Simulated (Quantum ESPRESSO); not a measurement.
# CdF2 (Fm-3m): a mode Grüneisen parameter, worked out

Wanted: a fit of frequency against volume for CdF2 (Fm-3m), tested on a run that is left out of it.

Method: DFT LDA, scalar-relativistic, plane waves, PseudoDojo norm-conserving pseudopotentials, in Quantum ESPRESSO 7.5.

## Step 1: Set-up

Symmetry: Fm-3m, No. 225, cubic system. Conventional cell: a = 5.298 Å, b = 5.298 Å, c = 5.298 Å, α = 90.00°, β = 90.00°, γ = 90.00°. Cd has 8 F at 2.29 Å nearest. F has 4 Cd at 2.29 Å nearest. Farther neighbours and most contacts between anions are not listed.

Coordinates:

```
CELL_PARAMETERS angstrom
-2.64898 0.00000 2.64898
0.00000 2.64898 2.64898
-2.64898 2.64898 0.00000
ATOMIC_POSITIONS crystal
Cd 0.00000 0.00000 0.00000
F 0.75000 0.75000 0.75000
F 0.25000 0.25000 0.25000
```

This is the cell after its relaxation at this level of theory, not the database cell from which that began.

## Step 2: Runs at several volumes

The relaxed cell is scaled uniformly; in this structure symmetry fixes all atoms, so nothing has to be relaxed anew. Each volume gets a ground state and a response at Γ. The mode followed is the highest one without the macroscopic field, of symmetry T2g; longitudinal polar modes lie higher. Cutoff 112 Ry, k mesh 8×8×8.

From the response at V/V₀ = 0.94:

The program printed:

```text
[banners, grids, parts of the stress and lines that vanish by symmetry left out]
Program PHONON v.7.5
     Reading xml data from directory:

[...]
Exchange-correlation= PW
                           (   1   4   0   0   0   0   0)
[...]
kinetic-energy cut-off    =     112.0000  Ry
     charge density cut-off    =     448.0000  Ry
     convergence threshold     =      1.0E-18
[...]
Exchange-correlation= PW
                           (   1   4   0   0   0   0   0)
[...]
q = (   0.0000000   0.0000000   0.0000000 )
     49 Sym.Ops. (with q -> -q+G )
     G cutoff =  545.7452  (  37917 G-vectors)     FFT grid: ( 48, 48, 48)
     number of k points=    29
[...]
Mode symmetry, O_h (m-3m)  point group:
[...]
Dielectric constant
[...]
End of electric fields calculation
          Dielectric constant in cartesian axis
          (       2.906357194      -0.000000000      -0.000000000 )
          (      -0.000000000       2.906357194       0.000000000 )
          (      -0.000000000      -0.000000000       2.906357194 )
          Effective charges (d Force / dE) in cartesian axis without acoustic sum rule applied (asr)
           atom    1  Cd    Mean Z*:        2.43873
      Ex  (        2.43873        0.00000        0.00000 )
      Ey  (       -0.00000        2.43873       -0.00000 )
      Ez  (        0.00000       -0.00000        2.43873 )
           atom    2  F     Mean Z*:       -1.21902
      Ex  (       -1.21902        0.00000        0.00000 )
      Ey  (        0.00000       -1.21902       -0.00000 )
      Ez  (        0.00000       -0.00000       -1.21902 )
           atom    3  F     Mean Z*:       -1.21902
      Ex  (       -1.21902        0.00000        0.00000 )
      Ey  (        0.00000       -1.21902       -0.00000 )
      Ez  (        0.00000       -0.00000       -1.21902 )
          Effective charges Sum: Mean:        0.00068
[...]
Effective charges (d Force / dE) in cartesian axis with asr applied:
           atom    1  Cd    Mean Z*:        2.43850
[...]
atom    2  F     Mean Z*:       -1.21925
[...]
atom    3  F     Mean Z*:       -1.21925
[...]
Representation #   1 modes #   1   2   3
[...]
End of self-consistent calculation
     Convergence has been achieved
     Representation #   2 modes #   4   5   6
[...]
End of self-consistent calculation
     Convergence has been achieved
     Representation #   3 modes #   7   8   9
[...]
End of self-consistent calculation
     Convergence has been achieved
[...]
Dielectric constant in cartesian axis
          (       2.906357194      -0.000000000      -0.000000000 )
          (      -0.000000000       2.906357194       0.000000000 )
          (      -0.000000000      -0.000000000       2.906357194 )
          Effective charges (d Force / dE) in cartesian axis without acoustic sum rule applied (asr)
           atom    1  Cd    Mean Z*:        2.43873
      Ex  (        2.43873        0.00000        0.00000 )
      Ey  (       -0.00000        2.43873       -0.00000 )
      Ez  (        0.00000       -0.00000        2.43873 )
           atom    2  F     Mean Z*:       -1.21902
      Ex  (       -1.21902        0.00000        0.00000 )
      Ey  (        0.00000       -1.21902       -0.00000 )
      Ez  (        0.00000       -0.00000       -1.21902 )
           atom    3  F     Mean Z*:       -1.21902
      Ex  (       -1.21902        0.00000        0.00000 )
      Ey  (        0.00000       -1.21902       -0.00000 )
      Ez  (        0.00000       -0.00000       -1.21902 )
          Effective charges Sum: Mean:        0.00068
[...]
Effective charges (d Force / dE) in cartesian axis with asr applied:
           atom    1  Cd    Mean Z*:        2.43850
[...]
atom    2  F     Mean Z*:       -1.21925
[...]
atom    3  F     Mean Z*:       -1.21925
[...]
q = (    0.000000000   0.000000000   0.000000000 )
[...]
freq (    1) =      -0.025315 [THz] =      -0.844427 [cm-1]
     freq (    2) =      -0.025315 [THz] =      -0.844427 [cm-1]
     freq (    3) =      -0.025315 [THz] =      -0.844427 [cm-1]
     freq (    4) =       8.430024 [THz] =     281.195329 [cm-1]
     freq (    5) =       8.430024 [THz] =     281.195329 [cm-1]
     freq (    6) =       8.430024 [THz] =     281.195329 [cm-1]
     freq (    7) =      10.691471 [THz] =     356.629099 [cm-1]
     freq (    8) =      10.691471 [THz] =     356.629099 [cm-1]
     freq (    9) =      10.691471 [THz] =     356.629099 [cm-1]
[...]
Mode symmetry, O_h (m-3m)  point group:
     freq (   1-   3) =         -0.8  [cm-1]   --> T_1u G_15  G_4- I
     freq (   4-   6) =        281.2  [cm-1]   --> T_1u G_15  G_4- I
     freq (   7-   9) =        356.6  [cm-1]   --> T_2g G_25' G_5+ R

   JOB DONE.
```

One volume, V/V₀ = 1, is held back as a test.

| V/V₀ | volume (Å³/atom) | pressure (GPa) | ω (cm⁻¹) |
| --- | --- | --- | --- |
| 0.94 | 11.649 | 9.12 | 356.63 |
| 0.97 | 12.020 | 4.17 | 337.09 |
| 1 | 12.392 | 0.01 | held back |
| 1.03 | 12.764 | -3.48 | 301.49 |
| 1.06 | 13.136 | -6.41 | 285.20 |

## Step 3: The fit

The mode Grüneisen parameter is γ = −d ln ω / d ln V.

| ln(V/V₀) | ln ω |
| --- | --- |
| -0.0619 | 5.8767 |
| -0.0305 | 5.8203 |
| 0.0296 | 5.7087 |
| 0.0583 | 5.6532 |

A straight line through these points has the slope -1.860, so γ = 1.86; at V/V₀ = 1 it predicts ω = exp(5.7626 + 0.0000) = 318.19 cm⁻¹.

A parabola of pressure against ln V through V/V₀ = 0.97, 1 and 1.03 gives the bulk modulus B = −dP/d ln V = 127 GPa at V₀. With ω₀ from the fitted line the pressure coefficient follows as dω/dP = γ ω₀ / B = 1.86 × 318.2 / 127 = 4.65 cm⁻¹/GPa.

## Step 4: The run that was held back

The program printed:

```text
[banners, grids, parts of the stress and lines that vanish by symmetry left out]
[banner, memory and clock lines left out]
Program PHONON v.7.5

[...]
Exchange-correlation= PW
                           (   1   4   0   0   0   0   0)
[...]
kinetic-energy cut-off    =     112.0000  Ry
     charge density cut-off    =     448.0000  Ry
     convergence threshold     =      1.0E-18
[...]
Exchange-correlation= PW
                           (   1   4   0   0   0   0   0)
[...]
q = (   0.0000000   0.0000000   0.0000000 )
     49 Sym.Ops. (with q -> -q+G )
     G cutoff =  568.7281  (  39957 G-vectors)     FFT grid: ( 48, 48, 48)
     number of k points=    29
[...]
Mode symmetry, O_h (m-3m)  point group:
[...]
Dielectric constant
[...]
End of electric fields calculation
          Dielectric constant in cartesian axis
          (       2.916618042       0.000000000       0.000000000 )
          (       0.000000000       2.916618042      -0.000000000 )
          (       0.000000000      -0.000000000       2.916618042 )
          Effective charges (d Force / dE) in cartesian axis without acoustic sum rule applied (asr)
           atom    1  Cd    Mean Z*:        2.45250
      Ex  (        2.45250       -0.00000        0.00000 )
      Ey  (       -0.00000        2.45250       -0.00000 )
      Ez  (        0.00000       -0.00000        2.45250 )
           atom    2  F     Mean Z*:       -1.22590
      Ex  (       -1.22590        0.00000        0.00000 )
      Ey  (       -0.00000       -1.22590        0.00000 )
      Ez  (        0.00000        0.00000       -1.22590 )
[...]
(       0.000000000      -0.000000000       2.916618042 )
          Effective charges (d Force / dE) in cartesian axis without acoustic sum rule applied (asr)
           atom    1  Cd    Mean Z*:        2.45250
      Ex  (        2.45250       -0.00000        0.00000 )
      Ey  (       -0.00000        2.45250       -0.00000 )
      Ez  (        0.00000       -0.00000        2.45250 )
           atom    2  F     Mean Z*:       -1.22590
      Ex  (       -1.22590        0.00000        0.00000 )
      Ey  (       -0.00000       -1.22590        0.00000 )
      Ez  (        0.00000        0.00000       -1.22590 )
           atom    3  F     Mean Z*:       -1.22590
      Ex  (       -1.22590       -0.00000       -0.00000 )
      Ey  (       -0.00000       -1.22590        0.00000 )
      Ez  (       -0.00000        0.00000       -1.22590 )
          Effective charges Sum: Mean:        0.00070
[...]
Effective charges (d Force / dE) in cartesian axis with asr applied:
           atom    1  Cd    Mean Z*:        2.45227
[...]
atom    2  F     Mean Z*:       -1.22614
[...]
atom    3  F     Mean Z*:       -1.22614
[...]
q = (    0.000000000   0.000000000   0.000000000 )
[...]
freq (    1) =      -0.060204 [THz] =      -2.008205 [cm-1]
     freq (    2) =      -0.060204 [THz] =      -2.008205 [cm-1]
     freq (    3) =      -0.060204 [THz] =      -2.008205 [cm-1]
     freq (    4) =       7.142664 [THz] =     238.253623 [cm-1]
     freq (    5) =       7.142664 [THz] =     238.253623 [cm-1]
     freq (    6) =       7.142664 [THz] =     238.253623 [cm-1]
     freq (    7) =       9.555633 [THz] =     318.741593 [cm-1]
     freq (    8) =       9.555633 [THz] =     318.741593 [cm-1]
     freq (    9) =       9.555633 [THz] =     318.741593 [cm-1]
[...]
Mode symmetry, O_h (m-3m)  point group:
     freq (   1-   3) =         -2.0  [cm-1]   --> T_1u G_15  G_4- I
     freq (   4-   6) =        238.3  [cm-1]   --> T_1u G_15  G_4- I
     freq (   7-   9) =        318.7  [cm-1]   --> T_2g G_25' G_5+ R
```

It gives 318.74 cm⁻¹ against the predicted 318.19 cm⁻¹, a miss of 0.6 cm⁻¹.

## Step 5: Outcome

```
mode Grüneisen parameter : 1.860
bulk modulus             : 127 GPa
pressure coefficient     : 4.65 cm⁻¹/GPa
```

What this shows: The highest optical mode of CdF2 (Fm-3m) without the LO-TO term stiffens by 4.65 cm⁻¹ a GPa near the relaxed volume, with γ = 1.86. The power law meets all 5 runs within 0.18 %; between neighbouring volumes γ runs from 1.79 to 1.93. Such a coefficient turns a measured shift of this mode into a hydrostatic stress; uniaxial or biaxial stress splits the mode and needs deformation potentials. These are harmonic values at zero temperature for the structure held cubic, which a run at Γ can't show to be stable; the bulk modulus rests on three points.

[Host names and launcher messages were left out of these logs when they were recorded.]

[Logs are printed without paths, hosts, clocks, repeated set-up lines and the standing remarks that a program may print on its own settings, such as how far it seeks lower states.]

[Hosts, paths, dates, database ids (printed as entryN), source tags and the programs' standing remarks are cut or masked in the printed files.]
